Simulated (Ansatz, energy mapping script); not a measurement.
## RbCrBr3 in the perovskite structure: J from the energies of magnetic orders

Wanted: the magnetic order of RbCrBr3 in the perovskite structure, its couplings and an estimate of its ordering temperature, by PBEsol+U (3.32 eV).

Program: Ansatz 0.2.0. Level of theory: PBEsol with U = 3.32 eV on Cr d, ortho-atomic projectors; plane waves, U on orthogonalised atomic orbitals unless named otherwise, collinear spin, no spin–orbit coupling. Results are calculated unless marked as measured.

### 1. The structure

It takes space group Pm-3m (No. 221, cubic). The conventional cell has a = 5.250 Å, b = 5.250 Å, c = 5.250 Å, α = 90.00°, β = 90.00°, γ = 90.00°. Rb has 12 Br at 3.71 Å nearest. Nearest to Cr lie 6 Br at 2.62 Å. Nearest to Br lie 2 Cr at 2.62 Å and 4 Rb at 3.71 Å. Nearest to Br lie 2 Cr at 2.62 Å and 4 Rb at 3.71 Å. perovskite prototype, lattice guessed from radii. Farther neighbours and most contacts between anions are not listed.

This cell was built for the study (perovskite prototype, lattice guessed from radii), not taken from an experiment; the compound need not form in this structure.

The cell was relaxed beforehand in Ansatz under PBEsol with U = 3.15 eV on Cr d, ortho-atomic projectors, from parallel moments.

A Hubbard U penalises fractional filling of the shell. It raises the cost of virtual hops to the neighbours, so couplings that rest on such hops usually weaken.

### 2. One set of occupation matrices for all orders

A corrected shell can settle in several orbital fillings. One parallel run, with an occupation width a fifth wider than the orders use, therefore is to supply the occupation matrices. All orders start from them.

input.yaml reads:

```yaml
crystal:
  lattice:
    - [5.24958987, 5.24958987, 0.0]
    - [-5.24958987, 5.24958987, 0.0]
    - [0.0, 0.0, 5.24958987]
  atoms:
    - { symbol: Rb, position: [0.0, 0.5, 0.5] }
    - { symbol: Rb, position: [0.5, 0.0, 0.5] }
    - { symbol: Cr, position: [0.0, 0.0, 0.0], spin: 3.0 }
    - { symbol: Cr, position: [0.5, 0.5, 0.0], spin: 3.0 }
    - { symbol: Br, position: [0.0, 0.0, 0.5] }
    - { symbol: Br, position: [0.5, 0.5, 0.5] }
    - { symbol: Br, position: [0.25, 0.25, 0.0] }
    - { symbol: Br, position: [0.75, 0.75, 0.0] }
    - { symbol: Br, position: [0.25, 0.75, 0.0] }
    - { symbol: Br, position: [0.75, 0.25, 0.0] }
magnetization:
  spin_polarized: true
kpoints:
  mp_grid: { grid: [5, 5, 7] }
hamiltonian:
  xc: pbesol
  hubbard:
    sites: [{ species: Cr, l: d, u_eff: 3.32 }]
    projectors: ortho-atomic
scf:
  occupations: { method: fermi_dirac, width: 0.06 }
output:
  eigenvalues: true
```

Run with:

```bash
ansatz run input.yaml --threads 4 --pin off --max-ram 8192MiB --backend cpu --events-out ev --progress --plain --runs-dir out
```

Numbers of over 12 decimals in the logs are rounded to 6 here.

The program printed:

```text
Engine: ansatz 0.2.0, aarch64-unknown-linux-gnu
Pseudopotentials: kind: paw
Pseudopotential: Rb, paw, valence charge 9, recommended cutoff 420 eV (normal), Rb.paw.azcp
Pseudopotential: Cr, paw, valence charge 14, recommended cutoff 420 eV (normal), Cr.paw.azcp
Pseudopotential: Br, paw, valence charge 7, recommended cutoff 420 eV (normal), Br.paw.azcp
Functional definition: PBEsol
  exchange = pbesol_x
  correlation = pbesol_c
Crystal: 10 atoms, lattice volume = 289.338 Å³
Basis set: ecut = 420 eV, 5633 PW (Γ)
Bands: 57, of which v1, the nominal top of the filled ones, is band 44 counted from 1 (43 counted from 0)
Symmetry: 32 space group operations
Space group: Pm-3m (ITA 221), of the structure as read, at distance tolerance 6.6e-5 Å
Magnetic group: BNS 221.92 (UNI 1594), of the structure as read, at distance tolerance 6.6e-5 Å
k-points: 24 of 175
Non-local potential: Rb, projectors of the file, l = 0: 3, l = 1: 2, l = 2: 2
Non-local potential: Cr, projectors of the file, l = 0: 3, l = 1: 2, l = 2: 3, l = 3: 1
Non-local potential: Br, projectors of the file, l = 0: 2, l = 1: 2, l = 2: 2
PAW form: soft (Blöchl's): semilocal exchange-correlation on the pseudo side does not see the compensation charge
PAW frozen core: Rb, regenerated for the run's functional, and the local potential with it (the file was generated under x = pbe(κ = 0.804, μ = 0.219515), c = pbe(β = 0.066725))
PAW frozen core: Cr, regenerated for the run's functional, and the local potential with it (the file was generated under x = pbe(κ = 0.804, μ = 0.219515), c = pbe(β = 0.066725))
PAW frozen core: Br, regenerated for the run's functional, and the local potential with it (the file was generated under x = pbe(κ = 0.804, μ = 0.219515), c = pbe(β = 0.066725))
PAW one-centre angular grid: Rb, 110 points (default); XC on 64 Gauss nodes
PAW one-centre angular grid: Cr, 590 points (default); XC on 64 Gauss nodes
PAW one-centre angular grid: Br, 110 points (default); XC on 64 Gauss nodes
Initial density: superposition of atomic densities (chi_scale 0.1, normalization cell, long waves kept (reshape's long-wave potential 0.00 eV rms))
Starting moments: Σ|m| = 6 μB on 2 of 10 sites
Initial wavefunctions: pseudopotential atomic-orbital guess
Functional: x = pbesol(κ = 0.804, μ = 0.123457), c = pbesol(β = 0.046)
SCF iter   1: F=—  HF=-29559.444243 eV  |F-HF|=—  |Δ(HF+E_count)|=         —  Δρ=4.09e-2 (↑4.09e-2 ↓1.93e-2)  dr2=6.52e0  dr2_m=1.67e0  M=8.000 μB ∫|m|=8.752 μB  β_m=1.00  ethr=3.10e-3  ⟨swp⟩=11.4  Hψ=13498  notcnv=0  defer=18
preconditioner: auto → Kerker (q_TF=auto, 2.237 Å⁻¹)  [metal: Δε(μ)=0.005 eV  Ē_g=10.091 eV  σ=0.060 eV  W_gap=0.02  n_scr=46 (ndim 8)  ℏωp=18.0 eV  f_vac=0.000  D(μ)=2.12/eV (n_scr^D=4)]
[...]
Symmetry: 16 space group operations
k-points: 36 of 175
[...]
Starting moments: Σ|m| = 6 μB on 2 of 10 sites; this step starts from the density that it was given
[...]
spin=Collinear: Kerker preconditioning applied to the charge; magnetization (m = ρ↑ − ρ↓) channel mixes plain (no charge-response kernel on spin).
[...]
an SCF along what the orbitals of the run's state read of its open shells (or to have them read: on a GPU, or by another smearing), with 16 of the crystal's symmetry operations given up (36 k-points in place of 24), reached no lower state that the run goes on to. This is no proof of a minimum
[...]
spin=Collinear: Kerker preconditioning applied to the charge; magnetization (m = ρ↑ − ρ↓) channel mixes plain (no charge-response kernel on spin).
[...]
an SCF along what the orbitals of the run's state read of its open shells (or to have them read: on a GPU, or by another smearing), with 16 of the crystal's symmetry operations given up, reached no lower state that the run goes on to. This is no proof of a minimum
SCF converged after 16 iterations
Magnetization: 8.0000 μB (48.0000 up, 40.0000 down)
Absolute magnetization: 8.8870 μB (∫|ρ↑−ρ↓|, with the PAW one-centre terms)
Spin contamination: 0.2548 ħ² per cell (⟨S²⟩ above its minimum at these occupations)
Per-site moments (μB) at R_I (Å): [(0.00270657, 1.531208), (0.00270657, 1.531208), (3.715392, 1.082728), (3.715392, 1.082728), (-0.057319, 1.082728), (-0.057319, 1.082728), (-0.057422, 1.082728), (-0.057422, 1.082728), (-0.057422, 1.082728), (-0.057422, 1.082728)]
Free energy (F): -29559.108929 eV
Harris-Foulkes:  -29559.108929 eV  (|F-HF|=2.01e-8)
Internal energy: -29559.086944 eV  (E = F + TS)
E sigma→0 (E₀):  -29559.097936 eV
Entropy (-TS):   -0.021986 eV (-2.199 meV/atom)
Fermi energy:    4.913878 eV
--- Per-component energies (eV) ---
  E_band       = -869.600482
  E_kinetic    = 1871.327862
  E_local      = -7200.584492  (includes V_loc(G=0)·N_el)
  E_nonlocal   = 948.420014
  E_hartree    = 2704.018452
  E_xc         = -2101.796188
  E_vxc        = -1246.450921  (∫ρ·V_xc dr)
  E_hubbard    = 2.445296  (on-site DFT+U / exact-exchange correction)
  E_vhub       = -10.876386  (the Hubbard potential's part of the band-sum identity)
  E_paw        = -20701.350328  (= ΣΔE_a)
  E_vpaw       = -639.476137  (= ΣTr[D̂ρ^β])
  E_aug_tail   = 0.000765  (compensation charges beyond the density's cutoff)
  E_ewald      = -5082.689287
  E_core_change = 1.120962  (= ΣΔE_core)
  E_smearing   = -0.021986  (= −TS)
  E_closure    = 0.000000  (closes the sum)
  Σ components = -29559.108929   (vs F -29559.108929, Δ=0.00e0)
--- Band table (eV; the first three rows and the last of 48) ---
  k-point 0 ↑: bands = [... 40 lower, 3.3328, 3.3336, 3.4875, 3.6495, 3.6495, 3.7377, 3.7651, 3.7835, ... 9 higher]
  k-point 1 ↑: bands = [... 40 lower, 3.3819, 3.3819, 3.5063, 3.6500, 3.6500, 3.7425, 3.7830, 4.1624, ... 9 higher]
  k-point 2 ↑: bands = [... 40 lower, 3.5455, 3.5455, 3.5526, 3.6557, 3.6557, 3.7535, 3.7820, 4.4781, ... 9 higher]
  k-point 23 ↓: bands = [... 40 lower, 8.6400, 8.7571, 9.2423, 9.2884, 9.2944, 9.3299, 9.4705, 9.5356, ... 9 higher]
Occupation matrices written to <dir>
```

The job ended after 1.9 min (4 threads of Arm Neoverse V2, shared host; peak memory 3 GiB; 7.4 min of CPU time).

Read from the output:

| Item | Value |
| --- | --- |
| final state | ferromagnetic |
| electrons in the corrected shells | 4.749, 4.749 e |
| largest moment | 3.715 μB |

### 3. Run 1 (parallel; cell A, 10 atoms)

The parallel order is the zero of energy for this cell and mesh.

This run holds the same structure in another cell (a 7.424 → 5.250 Å, c 5.250 → 7.424 Å).

input.yaml reads:

```yaml
crystal:
  lattice:
    - [0.0, 0.0, 5.24958987]
    - [5.24958987, 5.24958987, 0.0]
    - [-5.24958987, 5.24958987, 0.0]
  atoms:
    - { symbol: Rb, position: [0.5, 0.0, 0.5] }
    - { symbol: Rb, position: [0.5, 0.5, 0.0] }
    - { symbol: Cr, position: [0.0, 0.0, 0.0], spin: 3.0 }
    - { symbol: Cr, position: [0.0, 0.5, 0.5], spin: 3.0 }
    - { symbol: Br, position: [0.5, 0.0, 0.0] }
    - { symbol: Br, position: [0.5, 0.5, 0.5] }
    - { symbol: Br, position: [0.0, 0.25, 0.25] }
    - { symbol: Br, position: [0.0, 0.75, 0.75] }
    - { symbol: Br, position: [0.0, 0.25, 0.75] }
    - { symbol: Br, position: [0.0, 0.75, 0.25] }
magnetization:
  spin_polarized: true
kpoints:
  mp_grid: { grid: [7, 5, 5] }
hamiltonian:
  xc: pbesol
  hubbard:
    sites:
      - { species: Cr, l: d, u_eff: 3.32 }
      - { site: 2, l: d, u_eff: 3.32, starting_ns: [{ spin: up, occupation_matrix: cr3_major }, { spin: down, occupation_matrix: cr3_minor }] }
      - { site: 3, l: d, u_eff: 3.32, starting_ns: [{ spin: up, occupation_matrix: cr4_major }, { spin: down, occupation_matrix: cr4_minor }] }
    projectors: ortho-atomic
    occupation_matrices:
      cr3_major:
        matrix:
          - [0.717, 0.0, 0.0, 0.0, 0.0]
          - [0.0, 0.994, 0.0, 0.0, 0.0]
          - [0.0, 0.0, 0.994, 0.0, 0.0]
          - [0.0, 0.0, 0.0, 0.71, 0.0]
          - [0.0, 0.0, 0.0, 0.0, 0.994]
      cr3_minor:
        matrix:
          - [0.113, 0.0, 0.0, 0.0, 0.0]
          - [0.0, 0.038, 0.0, 0.0, 0.0]
          - [0.0, 0.0, 0.038, 0.0, 0.0]
          - [0.0, 0.0, 0.0, 0.113, 0.0]
          - [0.0, 0.0, 0.0, 0.0, 0.038]
      cr4_major:
        matrix:
          - [0.717, 0.0, 0.0, 0.0, 0.0]
          - [0.0, 0.994, 0.0, 0.0, 0.0]
          - [0.0, 0.0, 0.994, 0.0, 0.0]
          - [0.0, 0.0, 0.0, 0.71, 0.0]
          - [0.0, 0.0, 0.0, 0.0, 0.994]
      cr4_minor:
        matrix:
          - [0.113, 0.0, 0.0, 0.0, 0.0]
          - [0.0, 0.038, 0.0, 0.0, 0.0]
          - [0.0, 0.0, 0.038, 0.0, 0.0]
          - [0.0, 0.0, 0.0, 0.113, 0.0]
          - [0.0, 0.0, 0.0, 0.0, 0.038]
scf:
  occupations: { method: fermi_dirac, width: 0.05 }
output:
  eigenvalues: true
  write_density: true
  write_potential: true
  elf: true
  volumetric_format: npy
```

The program printed:

```text
[...]
Crystal: 10 atoms, lattice volume = 289.338 Å³
Basis set: ecut = 420 eV, 5633 PW (Γ)
Bands: 57, of which v1, the nominal top of the filled ones, is band 44 counted from 1 (43 counted from 0)
Symmetry: 32 space group operations
[...]
k-points: 24 of 175
[...]
Starting moments: Σ|m| = 6 μB on 2 of 10 sites
[...]
SCF iter   1: F=—  HF=-29559.991380 eV  |F-HF|=—  |Δ(HF+E_count)|=         —  Δρ=3.90e-2 (↑3.90e-2 ↓2.01e-2)  dr2=5.69e0  dr2_m=1.65e0  M=8.000 μB ∫|m|=8.742 μB  β_m=1.00  ethr=3.10e-3  ⟨swp⟩=11.6  Hψ=13479  notcnv=0  defer=10
[...]
SCF iter   8: F=—  HF=-29559.095997 eV  |F-HF|=—  |Δ(HF+E_count)|=   1.02e-2  Δρ=2.98e-4 (↑2.95e-4 ↓2.98e-4)  dr2=8.36e-4  dr2_m=2.23e-6  M=8.000 μB ∫|m|=8.896 μB  β_m=0.30  ethr=4.00e-6  ⟨swp⟩=2.0  Hψ=4275  notcnv=0  defer=214
[...]
spin-set hold released at iteration 8 (site moments contracting): the magnetisation degrees of freedom join the quasi-Newton model from the next iteration; the mixer history was flushed
SCF iter   9: F=—  HF=-29559.100838 eV  |F-HF|=—  |Δ(HF+E_count)|=   4.84e-3  Δρ=2.31e-4 (↑2.09e-4 ↓2.31e-4)  dr2=5.18e-4  dr2_m=4.38e-6  M=8.000 μB ∫|m|=8.897 μB  β_m=0.65  ethr=9.50e-7  ⟨swp⟩=1.0  Hψ=2520  notcnv=0  defer=214
[...]
SCF iter  16: F=-29559.105454 eV  HF=-29559.105454 eV  |F-HF|=2.42e-9  |Δ(HF+E_count)|=   1.76e-8  Δρ=3.49e-7 (↑3.49e-7 ↓3.16e-7)  dr2=1.49e-9  dr2_m=1.55e-11  M=8.000 μB ∫|m|=8.901 μB  ethr=4.63e-11  ⟨swp⟩=1.0  Hψ=6724  notcnv=0
SCF 1 converged in 16 iterations: F = -29559.105454 eV  dr2 = 1.49e-9
[...]
SCF converged after 16 iterations
an eigenvalue changed by more than its tolerance at an iteration that met the thresholds in force, so the SCF went on 1 time: the last check found none over its tolerance
Magnetization: 8.0000 μB (48.0000 up, 40.0000 down)
Absolute magnetization: 8.8869 μB (∫|ρ↑−ρ↓|, with the PAW one-centre terms)
[...]
Per-site moments (μB) at R_I (Å): [(0.00270757, 1.531208), (0.00270757, 1.531208), (3.715396, 1.082728), (3.715396, 1.082728), (-0.057429, 1.082728), (-0.057429, 1.082728), (-0.057336, 1.082728), (-0.057336, 1.082728), (-0.057336, 1.082728), (-0.057336, 1.082728)]
Free energy (F): -29559.105454 eV
[...]
Internal energy: -29559.089038 eV  (E = F + TS)
E sigma→0 (E₀):  -29559.097246 eV
Entropy (-TS):   -0.016416 eV (-1.642 meV/atom)
Fermi energy:    4.913713 eV
[...]
--- Specified on-site occupations, and those of the state reported ---
  electrons in the specified blocks: 9.4980 specified, 9.4984 found
  site 2 (l=d) ↑: largest change of an orbital's occupation 0.0014; electrons 4.4090 specified, 4.4091 found; spectral distance 0.0017
[...]
site 3 (l=d) ↓: largest change of an orbital's occupation 0.0001; electrons 0.3400 specified, 0.3401 found; spectral distance 0.0001
[...]
--- Band table (eV; the first three rows and the last of 48) ---
  k-point 0 ↑: bands = [... 40 lower, 3.3327, 3.3334, 3.4883, 3.6493, 3.6493, 3.7380, 3.7677, 3.7803, ... 9 higher]
  k-point 1 ↑: bands = [... 40 lower, 3.0927, 3.3700, 3.4556, 3.6058, 3.6103, 3.6238, 3.8872, 4.0578, ... 9 higher]
  k-point 2 ↑: bands = [... 40 lower, 3.2749, 3.3255, 3.3543, 3.4575, 3.4775, 3.5534, 3.9841, 4.0334, ... 9 higher]
  k-point 23 ↓: bands = [... 40 lower, 8.6410, 8.7581, 9.2430, 9.2879, 9.2939, 9.3307, 9.4699, 9.5351, ... 9 higher]
Occupation matrices written to <dir>
```

Elapsed: 21 s, on 4 threads; peak memory 1.2 GiB.

Spin moment in the sphere by atom:

```tsv
atom	spin moment in the sphere (μB)
Rb1	0.00
Rb2	0.00
Cr3	3.72
Cr4	3.72
Br5	-0.06
Br6	-0.06
Br7	-0.06
Br8	-0.06
Br9	-0.06
Br10	-0.06
```

The run ends ferromagnetic.

Spin density in the ac plane at fractional y = 0.000, with atoms of Rb and Cr and Br within 0.2 Å of it.

Ten even steps from '_' (-0.1 e/Å³) to '@' (4.9 e/Å³), each cell a mean:
```
##::____________________..++
....______________________..
____________________________
____________________________
____________________________
____________________________
____________________________
____________________________
____________________________
____________________________
____________________________
____________________________
____________________________
____________________________
____________________________
____________________________
____________________________
--..______________________::
@@--____________________..**
```
Columns run along a (5.2 Å), rows up along c (7.4 Å). Atoms in or near the plane, at fractional coordinates: Rb at (0.50, 0.50), Cr at (0.00, 0.00), Br at (0.50, 0.00).

ELF in the ac plane at fractional y = 0.000, with atoms of Rb and Cr and Br within 0.2 Å of it. It is the smooth field of the valence electrons, not physical close to the nuclei.

Values, 19 rows by 14 columns, each cell a mean:
```
0.88 0.69 0.23 0.30 0.74 0.74 0.24 0.11 0.49 0.82 0.56 0.16 0.44 0.82
0.54 0.39 0.16 0.25 0.64 0.84 0.83 0.80 0.85 0.78 0.45 0.15 0.25 0.49
0.14 0.13 0.10 0.14 0.40 0.72 0.84 0.86 0.80 0.59 0.24 0.10 0.11 0.14
0.10 0.09 0.07 0.06 0.13 0.36 0.56 0.60 0.48 0.24 0.07 0.06 0.08 0.10
0.08 0.07 0.05 0.03 0.02 0.04 0.06 0.07 0.05 0.03 0.02 0.04 0.06 0.08
0.06 0.05 0.03 0.02 0.02 0.06 0.14 0.16 0.10 0.03 0.01 0.02 0.04 0.05
0.04 0.03 0.02 0.02 0.18 0.54 0.74 0.77 0.67 0.36 0.06 0.01 0.03 0.04
0.02 0.02 0.01 0.11 0.57 0.84 0.86 0.85 0.87 0.76 0.33 0.03 0.01 0.02
0.01 0.01 0.02 0.30 0.77 0.85 0.55 0.37 0.74 0.86 0.59 0.09 0.01 0.01
0.01 0.01 0.02 0.35 0.80 0.83 0.34 0.11 0.64 0.86 0.64 0.12 0.01 0.01
0.01 0.01 0.01 0.20 0.70 0.86 0.77 0.70 0.84 0.83 0.48 0.06 0.01 0.01
0.03 0.02 0.01 0.05 0.38 0.75 0.85 0.86 0.83 0.61 0.17 0.02 0.02 0.03
0.05 0.04 0.02 0.01 0.06 0.25 0.44 0.48 0.36 0.14 0.02 0.02 0.03 0.05
0.07 0.06 0.04 0.02 0.01 0.02 0.03 0.03 0.03 0.02 0.02 0.03 0.05 0.06
0.09 0.08 0.06 0.04 0.06 0.15 0.25 0.28 0.21 0.09 0.04 0.04 0.07 0.09
0.11 0.10 0.08 0.09 0.25 0.58 0.76 0.79 0.70 0.43 0.14 0.08 0.10 0.11
0.29 0.21 0.13 0.19 0.54 0.80 0.88 0.89 0.86 0.71 0.35 0.13 0.16 0.26
0.76 0.57 0.20 0.28 0.70 0.82 0.57 0.46 0.72 0.81 0.51 0.16 0.36 0.70
0.93 0.74 0.24 0.31 0.76 0.66 0.09 0.01 0.32 0.81 0.58 0.16 0.48 0.87
```
Columns run along a (5.2 Å), rows up along c (7.4 Å). Atoms in or near the plane, at fractional coordinates: Rb at (0.50, 0.50), Cr at (0.00, 0.00), Br at (0.50, 0.00).

(Continued in part 2 of 2.)

[Logs and program files are shortened in this print: banners, set-up blocks, solver, clock and traceback lines can be left out without a mark of their own.]

[Logs are printed without paths, hosts, clocks, repeated set-up lines and the standing remarks that a program may print on its own settings, such as how far it seeks lower states.]

[Hosts, paths, dates, database ids (printed as entryN), source tags and the programs' standing remarks are cut or masked in the printed files.]

[Where a cell is said to come from a database of computed structures, the database is the Materials Project.]
